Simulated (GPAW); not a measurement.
# Ballistic transport through stilbene-4,4'-dithiol between two Ag chains, cheap and dear, part 2 of 2

How well does stilbene-4,4'-dithiol between two Ag chains conduct at low bias, and how far do basis and functional move the answer?

GPAW 26.7.0; GPAW LCAO, PAW setups; Landauer transmission from Green's functions with principal layers (ASE), zero bias.

So far, transmission at the Fermi level (one spin): step 2 (GPAW, dzp, PBE, GPAW) 0.0618; step 3 (basis szp(dzp), PBE, GPAW) 0.00810; step 4 (basis sz(dzp), PBE, GPAW) 0.00335; step 5 (LDA) 0.0880. Also open channels of the lead at the Fermi level (one spin): step 2 1; step 3 1.

## 7. The levels side by side

The curves are compared point by point over the common energies.

This step: comparison of transmission and cost over codes and levels (GPAW 26.7.0).

Ladder, by row:

| step | code | T at the Fermi level (sum over the listed spins) | conductance (G0) | r.m.s. T(E) from the first | wall time (s) | peak memory (GiB) | threads |
| --- | --- | --- | --- | --- | --- | --- | --- |
| dzp | GPAW | 0.06176 | 0.08313 | 0 | 162.1 | 2.34 | 1 |
| szp | GPAW | 0.008103 | 0.01754 | 0.1683 | 132.1 | 2.26 | 1 |
| sz | GPAW | 0.003347 | 0.005639 | 0.2294 | 105 | 2.17 | 1 |
| dzp-LDA | GPAW | 0.08803 | 0.07659 | 0.1089 | 155.7 | 2.34 | 1 |

Transmission, zone mean, sum over the listed spins against energy, zero at the Fermi level:

| energy (eV) | dzp | szp | sz | dzp-LDA |
| --- | --- | --- | --- | --- |
| -3.0000 | 0.272 | 0.145 | 0.984 | 0.297 |
| -2.7750 | 0.415 | 0.434 | 0.324 | 0.251 |
| -2.4750 | 0.673 | 0.0312 | 0.0223 | 0.518 |
| -2.2500 | 0.102 | 0.0246 | 0.0199 | 0.0738 |
| -2.0250 | 0.0520 | 0.0338 | 0.157 | 0.0511 |
| -1.8750 | 0.0399 | 0.0646 | 0.950 | 0.0510 |
| -1.7250 | 0.0126 | 0.672 | 0.0756 | 0.0600 |
| -1.5000 | 8.9e-13 | 2.1e-13 | 0.00161 | 0.0235 |
| -1.2750 | 4.0e-17 | 3.0e-18 | 1.8e-15 | 1.5e-16 |
| -0.9750 | 0.00127 | 9.8e-5 | 1.9e-5 | 0.00157 |
| -0.7500 | 0.391 | 0.0316 | 0.00211 | 0.351 |
| -0.5250 | 4.5e-4 | 0.0233 | 0.383 | 0.00108 |
| -0.2250 | 0.00649 | 8.7e-4 | 4.9e-5 | 0.00538 |
| -0.0750 | 0.343 | 0.0754 | 0.0141 | 0.215 |
| 0.0000 | 0.0618 | 0.00810 | 0.00335 | 0.0880 |
| 0.2250 | 0.00226 | 0.00106 | 6.6e-4 | 0.00262 |
| 0.5250 | 4.8e-4 | 3.5e-4 | 2.5e-4 | 5.4e-4 |
| 0.7500 | 2.7e-4 | 2.5e-4 | 1.9e-4 | 3.0e-4 |
| 0.9750 | 2.1e-4 | 2.3e-4 | 1.8e-4 | 2.3e-4 |
| 1.2750 | 2.0e-4 | 3.0e-4 | 2.3e-4 | 2.2e-4 |
| 1.5000 | 2.3e-4 | 4.5e-4 | 3.5e-4 | 2.7e-4 |
| 1.7250 | 3.3e-4 | 9.2e-4 | 7.1e-4 | 3.8e-4 |
| 2.0250 | 7.6e-4 | 0.00547 | 0.00412 | 9.2e-4 |
| 2.2500 | 0.00224 | 0.560 | 0.530 | 0.00298 |
| 2.4750 | 0.0197 | 0.0146 | 0.00996 | 0.0413 |
| 2.5500 | 0.104 | 0.00936 | 0.00631 | 0.549 |
| 2.6250 | 0.589 | 0.00710 | 0.00470 | 0.124 |
| 2.7750 | 0.0202 | 0.00559 | 0.00353 | 0.0139 |
| 3.0000 | 0.00741 | 0.0184 | 0.00984 | 0.00566 |

## 8. Potential alignment off, basis sz(dzp), smearing 0.01

Without the shift, lead and junction are matched by their Fermi levels alone. A smaller basis is cheaper in every inversion. Smearing helps the SCF of a metal converge, but it blurs occupations at band edges near the Fermi level.

This step: GPAW LCAO, PAW setups; Landauer transmission from Green's functions with principal layers (ASE), zero bias (GPAW 26.7.0).

Contents of run.py:

```python
import json
import numpy as np
from ase import Atoms
from ase.transport.calculators import TransportCalculator
from gpaw import GPAW, FermiDirac
from gpaw.lcao.tools import get_lcao_hamiltonian
from scipy.linalg import eigh

# The junction with lead layers at both ends, along the third cell vector
device = Atoms(
    ['Ag', 'Ag', 'Ag', 'Ag', 'Ag', 'Ag', 'S', 'H', 'C', 'H', 'C', 'C', 'C', 'C', 'H', 'C', 'H', 'C', 'H', 'H', 'C', 'H', 'C', 'H', 'C', 'C', 'C', 'C', 'H', 'C', 'H', 'S', 'Ag', 'Ag', 'Ag', 'Ag', 'Ag', 'Ag'],
    positions=[
        [6.31874, 5.07248, 1.33000],
        [6.31874, 5.07248, 3.99000],
        [6.31874, 5.07248, 6.65000],
        [6.31874, 5.07248, 9.31000],
        [6.31874, 5.07248, 11.97000],
        [6.31874, 5.07248, 14.63000],
        [5.38002, 4.03921, 16.63119],
        [7.72063, 4.32186, 18.35947],
        [5.56411, 4.14670, 18.39683],
        [3.44428, 3.98253, 18.78489],
        [6.82723, 4.27766, 18.97715],
        [4.43653, 4.08777, 19.21747],
        [6.96047, 4.35438, 20.36814],
        [4.57028, 4.16567, 20.60786],
        [7.95423, 4.47630, 20.79235],
        [5.83421, 4.28697, 21.19770],
        [3.67568, 4.11935, 21.22505],
        [5.92830, 4.39444, 22.66025],
        [7.69200, 3.25000, 22.91309],
        [5.13854, 4.97030, 23.13675],
        [6.90260, 3.82648, 23.38957],
        [9.15619, 4.08826, 24.82589],
        [6.99663, 3.93393, 24.85214],
        [4.87723, 3.73836, 25.25731],
        [8.26085, 4.04940, 25.44252],
        [5.87025, 3.86636, 25.68151],
        [8.39443, 4.12631, 26.83299],
        [6.00324, 3.94266, 27.07255],
        [9.38748, 4.22071, 27.26626],
        [7.26559, 4.08137, 27.65277],
        [5.11131, 3.88119, 27.69088],
        [7.45090, 4.16982, 29.41934],
        [6.31874, 5.07248, 31.38327],
        [6.31874, 5.07248, 34.04327],
        [6.31874, 5.07248, 36.70327],
        [6.31874, 5.07248, 39.36327],
        [6.31874, 5.07248, 42.02327],
        [6.31874, 5.07248, 44.68327]],
    cell=[[12.63748, 0.0, 0.0], [0.0, 10.14496, 0.0], [0.0, 0.0, 46.01327]],
    pbc=True)

# One principal layer of the lead: the first 4 atoms of the device
lead = Atoms(
    ['Ag', 'Ag', 'Ag', 'Ag'],
    positions=[
        [6.31874, 5.07248, 1.33000],
        [6.31874, 5.07248, 3.99000],
        [6.31874, 5.07248, 6.65000],
        [6.31874, 5.07248, 9.31000]],
    cell=[[12.63748, 0.0, 0.0], [0.0, 10.14496, 0.0], [0.0, 0.0, 10.64]],
    pbc=True)

settings = dict(mode='lcao', basis='sz(dzp)', xc='PBE', h=0.2,
                occupations=FermiDirac(0.01), maxiter=250,
                mixer=dict(beta=0.1, nmaxold=8, weight=100.0),
                convergence=dict(density=0.0001))
energies = np.arange(-3, 3 + 1e-9, 0.075)
eta = 0.0001
n1, n2 = 1, 1
# k and -k transmit alike, so half of the mesh across the current serves
mesh = [(i, j) for i in range(n1) for j in range(n2) if (i, j) <= (-i % n1, -j % n2)]
weights = np.array([1 if (i, j) == (-i % n1, -j % n2) else 2 for i, j in mesh]) / (n1 * n2)

# [... helper functions left out ...]
fermi_lead = ground_state(lead, (1, 1, 11), 'lead.txt')
fermi_device = ground_state(device, (1, 1, 2), 'device.txt')
# [... loop over the mesh left out, but for ...]
        # Lead and device are aligned by their Fermi levels alone
        shift = 0.0
# [...]
kT = 8.617333e-5 * 500
bias = [0.1, 0.2, 0.5, 1.0, 1.5, 2.0]
# [... integrals and printing left out ...]
```

Launch:

```bash
> OMP_NUM_THREADS=1 OPENBLAS_NUM_THREADS=1 python run.py
```

The log of the run:

```text
basis functions: device 218, principal layer 48
Fermi level: lead -4.1049 eV, device -4.4917 eV; lead shifted by 0.0000 eV
largest coupling past the next layer 3.59e-05 eV, largest misfit of the first layer 0.146 eV
  E-E_F (eV)   T (one spin)  channels
    -3.000    7.0132e-01    3.0000
    -2.925    9.8509e-01    3.0000
    -2.850    9.7145e-01    3.0000
    -2.775    5.5861e-01    3.0000
    -2.700    2.5466e-01    3.0000
    -2.625    1.4556e-01    3.0000
    -2.550    1.4158e-01    3.0000
    -2.475    2.7503e-01    3.0000
    -2.400    2.8842e-03    3.0000
    -2.325    8.4938e-03    3.0000
    -2.250    1.4688e-02    5.0000
    -2.175    2.8765e-02    5.0000
    -2.100    5.6572e-02    5.0000
    -2.025    1.3078e-01    5.0000
    -1.950    1.5689e-01    3.0000
    -1.875    3.3458e-01    3.0000
[...]
2.475    2.1940e-02    1.0000
     2.550    1.0215e-02    1.0000
     2.625    6.3917e-03    1.0000
     2.700    4.7044e-03    1.0000
     2.775    3.8541e-03    1.0000
     2.850    3.4191e-03    1.0000
     2.925    3.2269e-03    1.0000
     3.000    3.4328e-03    2.0000
conductance at 500 K: 0.008219 G0 a cell; thermopower -6.614 uV/K
current from the zero-bias T(E) at 0.1 V: 0.059291 uA
current from the zero-bias T(E) at 0.2 V: 0.10138 uA
current from the zero-bias T(E) at 0.5 V: 0.26843 uA
current from the zero-bias T(E) at 1.0 V: 3.2256 uA
current from the zero-bias T(E) at 1.5 V: 4.8602 uA
current from the zero-bias T(E) at 2.0 V: 4.8818 uA
```

It took 2.2 min on 1 thread of AMD EPYC 9R14 (Zen 4), shared host; peak memory 2.2 GiB.

Numbers from this step:

```
conductance                                    : 0.008219 G₀
largest coupling past the next principal layer : 3.59e-5 eV
largest misfit of the first principal layer    : 0.1465 eV
shift that aligns the lead                     : 0 eV
basis functions of the junction                : 218
basis functions of a principal layer           : 48
transmission at the Fermi level (one spin)     : 0.03749
```

One spin. The transmission, zone mean by energy, zero at the Fermi level:

| energy (eV) | transmission, zone mean |
| --- | --- |
| -3.00 | 0.701 |
| -2.92 | 0.985 |
| -2.85 | 0.971 |
| -2.70 | 0.255 |
| -2.55 | 0.142 |
| -2.48 | 0.275 |
| -2.33 | 0.00849 |
| -2.17 | 0.0288 |
| -2.02 | 0.131 |
| -1.88 | 0.335 |
| -1.80 | 0.990 |
| -1.73 | 0.389 |
| -1.57 | 0.0125 |
| -1.35 | 0 |
| -1.20 | 0 |
| -1.05 | 3.7e-7 |
| -0.90 | 5.9e-5 |
| -0.75 | 5.5e-4 |
| -0.60 | 0.0181 |
| -0.45 | 0.475 |
| -0.38 | 0.0949 |
| -0.23 | 0.0175 |
| -0.07 | 1.3e-4 |
| 0.00 | 0.0375 |
| 0.07 | 0.00231 |
| 0.23 | 6.4e-4 |
| 0.38 | 3.4e-4 |
| 0.60 | 2.1e-4 |
| 0.75 | 1.7e-4 |
| 0.90 | 1.6e-4 |
| 1.05 | 1.6e-4 |
| 1.20 | 1.8e-4 |
| 1.35 | 2.1e-4 |
| 1.57 | 3.2e-4 |
| 1.73 | 4.9e-4 |
| 1.88 | 8.9e-4 |
| 2.02 | 0.00207 |
| 2.17 | 0.00832 |
| 2.33 | 0.402 |
| 2.55 | 0.0102 |
| 2.70 | 0.00470 |
| 2.85 | 0.00342 |
| 3.00 | 0.00343 |

Crossings of the lead's bands, unfolded to its shortest repeat. Open channels, zone mean against energy, zero at the Fermi level:

| energy (eV) | open channels, zone mean |
| --- | --- |
| -3.00 | 3 |
| -2.85 | 3 |
| -2.70 | 3 |
| -2.55 | 3 |
| -2.33 | 3 |
| -2.17 | 5 |
| -2.02 | 5 |
| -1.88 | 3 |
| -1.73 | 3 |
| -1.57 | 3 |
| -1.35 | 0 |
| -1.20 | 0 |
| -1.05 | 1 |
| -0.90 | 1 |
| -0.75 | 1 |
| -0.60 | 1 |
| -0.38 | 1 |
| -0.23 | 1 |
| -0.07 | 1 |
| 0.00 | 1 |
| 0.07 | 1 |
| 0.23 | 1 |
| 0.38 | 1 |
| 0.60 | 1 |
| 0.75 | 1 |
| 0.90 | 1 |
| 1.05 | 1 |
| 1.20 | 1 |
| 1.35 | 1 |
| 1.57 | 1 |
| 1.73 | 1 |
| 1.88 | 1 |
| 2.02 | 1 |
| 2.17 | 1 |
| 2.33 | 1 |
| 2.55 | 1 |
| 2.70 | 1 |
| 2.85 | 1 |
| 3.00 | 2 |

Not self-consistent under bias; the bias window is split evenly. Current through one cell, from the zero-bias transmission against bias:

| bias (V) | current through one cell, from the zero-bias transmission (μA) |
| --- | --- |
| 0.100 | 0.0593 |
| 0.200 | 0.101 |
| 0.500 | 0.268 |
| 1.000 | 3.23 |
| 1.500 | 4.86 |
| 2.000 | 4.88 |

Transmission of the three most open eigenchannels against energy, zero at the Fermi level:

| energy (eV) | channel 1 | channel 2 | channel 3 |
| --- | --- | --- | --- |
| -3.0000 | 0.701 | 1.3e-6 | 2.9e-7 |
| -2.7750 | 0.559 | 2.7e-6 | 5.2e-7 |
| -2.4750 | 0.275 | 5.9e-7 | 2.2e-7 |
| -2.2500 | 0.0147 | 6.1e-6 | 5.1e-7 |
| -2.0250 | 0.131 | 7.7e-7 | 2.8e-7 |
| -1.7250 | 0.389 | 6.4e-7 | 1.9e-7 |
| -1.5000 | 6.6e-4 | 0 | 0 |
| -1.2750 | 0 | 0 | 0 |
| -0.9750 | 9.8e-6 | 0 | 0 |
| -0.7500 | 5.5e-4 | 0 | 0 |
| -0.5250 | 0.311 | 0 | 0 |
| -0.2250 | 0.0175 | 0 | 0 |
| 0.0000 | 0.0375 | 0 | 0 |
| 0.2250 | 6.4e-4 | 0 | 0 |
| 0.5250 | 2.3e-4 | 0 | 0 |
| 0.7500 | 1.7e-4 | 0 | 0 |
| 0.9750 | 1.6e-4 | 0 | 0 |
| 1.2750 | 1.9e-4 | 0 | 0 |
| 1.5000 | 2.7e-4 | 0 | 0 |
| 1.7250 | 4.9e-4 | 0 | 0 |
| 2.0250 | 0.00207 | 0 | 0 |
| 2.2500 | 0.0282 | 0 | 0 |
| 2.4750 | 0.0219 | 0 | 0 |
| 2.7750 | 0.00385 | 0 | 0 |
| 3.0000 | 0.00343 | 1.2e-9 | 0 |

The conductance, 0.00822 G₀, lies a factor of 10 below that of the dzp run. One computed point stands apart from its neighbours (T = 0.0375 at 0 eV, between 1.3e-4 and 0.00231), which enters the thermal average.

## 9. Basis szp(dzp), mixing 0.25, mixing history 12

A smaller basis is cheaper in every inversion. Mixing changes the road to self-consistency, not its end. The mixing history changes the road to self-consistency, not its end. The Hamiltonian is taken from the last density. The density threshold is one of the tests that end the cycle; the energy must settle too, so a loose value may not be the test that decides.

Edit run.py of step 8 so:

```diff
@@ -64,6 +64,6 @@
 
-settings = dict(mode='lcao', basis='sz(dzp)', xc='PBE', h=0.2,
-                occupations=FermiDirac(0.01), maxiter=250,
-                mixer=dict(beta=0.1, nmaxold=8, weight=100.0),
-                convergence=dict(density=0.0001))
+settings = dict(mode='lcao', basis='szp(dzp)', xc='PBE', h=0.2,
+                occupations=FermiDirac(0.1), maxiter=250,
+                mixer=dict(beta=0.25, nmaxold=12, weight=100.0),
+                convergence=dict(density=1e-06))
 energies = np.arange(-3, 3 + 1e-9, 0.075)
@@ -79,4 +79,4 @@
 # [... loop over the mesh left out, but for ...]
-        # Lead and device are aligned by their Fermi levels alone
-        shift = 0.0
+        # Shift the lead onto the potential of the device's first layer
+        shift = ((H[:, 0, 0] - H0[:, 0, 0]) / S0[0, 0]).real.mean()
 # [...]
```

The log of the run:

```text
basis functions: device 364, principal layer 60
Fermi level: lead -4.0859 eV, device -4.3904 eV; lead shifted by 0.0099 eV
largest coupling past the next layer 3.56e-05 eV, largest misfit of the first layer 0.161 eV
  E-E_F (eV)   T (one spin)  channels
    -3.000    1.4510e-01    3.0000
    -2.925    1.9263e-01    3.0000
    -2.850    3.5884e-01    3.0000
    -2.775    4.8817e-01    3.0000
    -2.700    2.1496e-01    3.0000
    -2.625    1.1390e-01    3.0000
    -2.550    5.3052e-02    3.0000
    -2.475    3.1183e-02    3.0000
    -2.400    2.4167e-02    5.0000
    -2.325    2.3019e-02    5.0000
    -2.250    2.4601e-02    5.0000
    -2.175    2.7900e-02    3.0000
    -2.100    1.4623e-02    3.0000
    -2.025    3.3897e-02    3.0000
    -1.950    4.3148e-02    3.0000
    -1.875    6.4562e-02    3.0000
[...]
2.475    1.4556e-02    1.0000
     2.550    9.3563e-03    1.0000
     2.625    7.0952e-03    1.0000
     2.700    6.0276e-03    1.0000
     2.775    5.5922e-03    1.0000
     2.850    5.5760e-03    1.0000
     2.925    5.7620e-03    1.0000
     3.000    1.8609e-02    2.0000
conductance at 500 K: 0.017443 G0 a cell; thermopower 106 uV/K
current from the zero-bias T(E) at 0.1 V: 0.13687 uA
current from the zero-bias T(E) at 0.2 V: 0.27334 uA
current from the zero-bias T(E) at 0.5 V: 0.48697 uA
current from the zero-bias T(E) at 1.0 V: 0.70937 uA
current from the zero-bias T(E) at 1.5 V: 3.1006 uA
current from the zero-bias T(E) at 2.0 V: 3.4727 uA
```

Wall time 2.6 min (1 thread); peak memory 2.5 GiB.

Numbers from this step:

| Property | Result |
| --- | --- |
| conductance | 0.01744 G₀ |
| largest coupling past the next principal layer | 3.56e-5 eV |
| largest misfit of the first principal layer | 0.1611 eV |
| shift that aligns the lead | 0.009884 eV |
| basis functions of the junction | 364 |
| basis functions of a principal layer | 60 |
| transmission at the Fermi level (one spin) | 0.008081 |

One spin. The transmission, zone mean by energy, zero at the Fermi level:

| energy (eV) | transmission, zone mean |
| --- | --- |
| -3.00 | 0.145 |
| -2.85 | 0.359 |
| -2.77 | 0.488 |
| -2.70 | 0.215 |
| -2.55 | 0.0531 |
| -2.33 | 0.0230 |
| -2.17 | 0.0279 |
| -2.02 | 0.0339 |
| -1.88 | 0.0646 |
| -1.73 | 0.682 |
| -1.57 | 5.0e-4 |
| -1.35 | 0 |
| -1.20 | 0 |
| -1.05 | 4.8e-6 |
| -0.90 | 6.5e-4 |
| -0.75 | 0.0315 |
| -0.68 | 0.321 |
| -0.60 | 0.219 |
| -0.38 | 4.0e-4 |
| -0.23 | 8.4e-4 |
| -0.07 | 0.0749 |
| 0.00 | 0.00808 |
| 0.07 | 0.00314 |
| 0.23 | 0.00106 |
| 0.38 | 5.4e-4 |
| 0.60 | 3.0e-4 |
| 0.75 | 2.5e-4 |
| 0.90 | 2.3e-4 |
| 1.05 | 2.4e-4 |
| 1.20 | 2.7e-4 |
| 1.35 | 3.3e-4 |
| 1.57 | 5.5e-4 |
| 1.73 | 9.2e-4 |
| 1.88 | 0.00188 |
| 2.02 | 0.00547 |
| 2.17 | 0.0424 |
| 2.25 | 0.563 |
| 2.33 | 0.127 |
| 2.55 | 0.00936 |
| 2.70 | 0.00603 |
| 2.85 | 0.00558 |
| 3.00 | 0.0186 |

Crossings of the lead's bands, unfolded to its shortest repeat. Table of open channels, zone mean by energy, zero at the Fermi level:

| energy (eV) | open channels, zone mean |
| --- | --- |
| -3.0000 | 3 |
| -2.7750 | 3 |
| -2.4750 | 3 |
| -2.2500 | 5 |
| -2.0250 | 3 |
| -1.7250 | 1 |
| -1.5000 | 0 |
| -1.2750 | 0 |
| -0.9750 | 1 |
| -0.7500 | 1 |
| -0.5250 | 1 |
| -0.2250 | 1 |
| 0.0000 | 1 |
| 0.2250 | 1 |
| 0.5250 | 1 |
| 0.7500 | 1 |
| 0.9750 | 1 |
| 1.2750 | 1 |
| 1.5000 | 1 |
| 1.7250 | 1 |
| 2.0250 | 1 |
| 2.2500 | 1 |
| 2.4750 | 1 |
| 2.7750 | 1 |
| 3.0000 | 2 |

Not self-consistent under bias; the bias window is split evenly. Table of current through one cell, from the zero-bias transmission by bias:

| bias (V) | current through one cell, from the zero-bias transmission (μA) |
| --- | --- |
| 0.100 | 0.137 |
| 0.200 | 0.273 |
| 0.500 | 0.487 |
| 1.000 | 0.709 |
| 1.500 | 3.10 |
| 2.000 | 3.47 |

Transmission of the three most open eigenchannels against energy, zero at the Fermi level:

| energy (eV) | channel 1 | channel 2 | channel 3 |
| --- | --- | --- | --- |
| -3.00 | 0.145 | 1.1e-5 | 7.1e-7 |
| -2.77 | 0.488 | 2.3e-6 | 5.9e-7 |
| -2.55 | 0.0531 | 1.1e-6 | 1.1e-7 |
| -2.40 | 0.0242 | 3.4e-7 | 2.7e-7 |
| -2.17 | 0.0279 | 7.5e-7 | 1.7e-7 |
| -1.95 | 0.0431 | 6.1e-7 | 1.5e-7 |
| -1.73 | 0.682 | 0 | 0 |
| -1.57 | 5.0e-4 | 0 | 0 |
| -1.35 | 0 | 0 | 0 |
| -1.12 | 0 | 0 | 0 |
| -0.90 | 6.5e-4 | 0 | 0 |
| -0.75 | 0.0315 | 0 | 0 |
| -0.53 | 0.0232 | 0 | 0 |
| -0.30 | 5.9e-4 | 0 | 0 |
| -0.07 | 0.0749 | 0 | 0 |
| 0.00 | 0.00808 | 0 | 0 |
| 0.07 | 0.00314 | 0 | 0 |
| 0.30 | 7.3e-4 | 0 | 0 |
| 0.53 | 3.5e-4 | 0 | 0 |
| 0.75 | 2.5e-4 | 0 | 0 |
| 0.90 | 2.3e-4 | 0 | 0 |
| 1.12 | 2.5e-4 | 0 | 0 |
| 1.35 | 3.3e-4 | 0 | 0 |
| 1.57 | 5.5e-4 | 0 | 0 |
| 1.73 | 9.2e-4 | 0 | 0 |
| 1.95 | 0.00301 | 0 | 0 |
| 2.17 | 0.0424 | 0 | 0 |
| 2.40 | 0.0302 | 0 | 0 |
| 2.55 | 0.00936 | 0 | 0 |
| 2.77 | 0.00559 | 0 | 0 |
| 3.00 | 0.0186 | 3.1e-6 | 0 |

The conductance, 0.0174 G₀, lies 79 % below that of the dzp run. One computed point stands apart from its neighbours (T = 0.0749 at -0.075 eV, between 0.0193 and 0.00808), which enters the thermal average.

## 10. Outcome

```
conductance                                        : 0.0831 G₀
transmission at the Fermi level, mean of the spins : 0.0618
open channels of the lead there                    : 1
```

**Reading.** In the dzp basis the junction conducts 0.0831 G₀ at 500 K, with T = 0.0618 a spin at the Fermi level; no smaller basis tried comes within 10 % of that conductance. The conductance differs from T at the Fermi level because it averages T(E) over the thermal window, about 0.15 eV wide, in which T changes. The scatterer reflects about 94 % of the incoming channels at the Fermi level. At the Fermi level one eigenchannel carries the current (0.062). Measured against the first run (dzp), the nearest curve is that of dzp-LDA (r.m.s. 0.11) and the farthest that of sz (0.23). Over the compared runs wall time goes from 105 s (sz) to 162 s (dzp), on a shared host. The geometry was built from estimated bond lengths and not relaxed, so the numbers describe this model structure. Semilocal functionals put molecular levels too near the Fermi level, so such conductances usually come out too high, and chain electrodes have a sharper density of states than real ones. Energies count from the junction cell's Fermi level; in the run with T = 0.0618 there, the aligned lead's own level lies at 0.0069 eV, where T interpolates to 0.0529; the finite cell leaves the answer open by at least that much. An evenly spaced straight chain is an idealisation: free chains tend to dimerise, zigzag or, where a band edge lies near the Fermi level, turn magnetic. The currents use the zero-bias T(E) throughout, which holds only while the bias is small against the distance to the nearest feature. Within about eight thermal energies of the Fermi level ln T(E) bends sharply from one computed energy to the next, or the lead's channel count changes, so the thermal averages, above all the thermopower, rest on an interpolation that may be rough.

[Logs are printed without paths, hosts, clocks, repeated set-up lines and the standing remarks that a program may print on its own settings, such as how far it seeks lower states.]

[Hosts, paths, dates, database ids (printed as entryN), source tags and the programs' standing remarks are cut or masked in the printed files.]
